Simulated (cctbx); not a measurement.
# Symmetry from intensities

Cell: a = 7.2880 Å, b = 7.2880 Å, c = 4.0590 Å, α = 90.00°, β = 90.00°, γ = 90.00°. Expected content of the cell: Ni8 Fe2 Be16.

Simulated single-crystal data (cctbx): Ag Kα, λ = 0.56087 Å, to d = 0.6 Å, 80 % of the full sphere, strongest reflection 5000 counts, noise from counting, a 2 % proportional error and a noise floor of 15 counts (s.d.); no absorption.

A first pass over the reflections prints:

```text
3372 reflections to d = 0.601 A
centring   violations  <I/sigma> of those
    A         66 of  1726      0.5
    B         71 of  1724      0.5
    C         61 of  1706      0.5
    I          0 of  1689     -0.0
    R        255 of  2249      1.8
    F         99 of  2578      0.5
Laue class    unique    Rint  (classes that these axes allow; Friedel mates merged)
I 1 2/m 1         550   0.094
I 1 1 2/m         572   0.093
I 2/m 1 1         550   0.092
I m m m           321   0.099
I 4/m             289   0.100
I 4/m m m         174   0.104
space group    extra absences  I>4sigma  <I/sigma>
I 4 2 2                 0          0         -  acentric
I 4 m m                 0          0         -  acentric
I -4 m 2                0          0         -  acentric
I -4 2 m                0          0         -  acentric
I 4/m m m               0          0         -  centric
Wilson B = 2.04 A^2   <|E^2-1|> = 0.876 (0.968 centric, 0.736 acentric)   E^2>4: 1.3 %
shell (A)         n   <I/sigma>
 5.15 - 1.20     29     33.6
 1.20 - 0.96     24     15.8
 0.96 - 0.84     19     13.9
 0.84 - 0.76     22      8.4
 0.76 - 0.71     21      3.6
 0.71 - 0.66     20      4.0
 0.66 - 0.63     21      2.3
 0.63 - 0.60     18      1.6
```

**Question.** What are the lattice type, the Laue class and the likely space group?

The reflections that I centring forbids are absent (⟨I/σ⟩ near 0), so the lattice is I.

Rint stays low (0.092 to 0.104) up to I 4/m m m, the highest class in these axes.

5 settings pass the absence test. No glide or screw absences show, which leaves I 4 2 2, I 4 m m, I -4 m 2, I -4 2 m and I 4/m m m.

⟨|E²−1|⟩ = 0.876 lies between the two ideal values. The Wilson B of 2.04 Å² means U ≈ 0.0258 Å².

The true group is I4/mmm (no. 139), Laue class 4/mmm, centrosymmetric. The tables only narrow the choice to the tied entries; cell content, site symmetry and trial solutions must settle it.

The model is made up (kin elements in a known structure type, no relaxation), so it says nothing on whether the phase exists.

[Logs are printed without paths, hosts, clocks, repeated set-up lines and the standing remarks that a program may print on its own settings, such as how far it seeks lower states.]
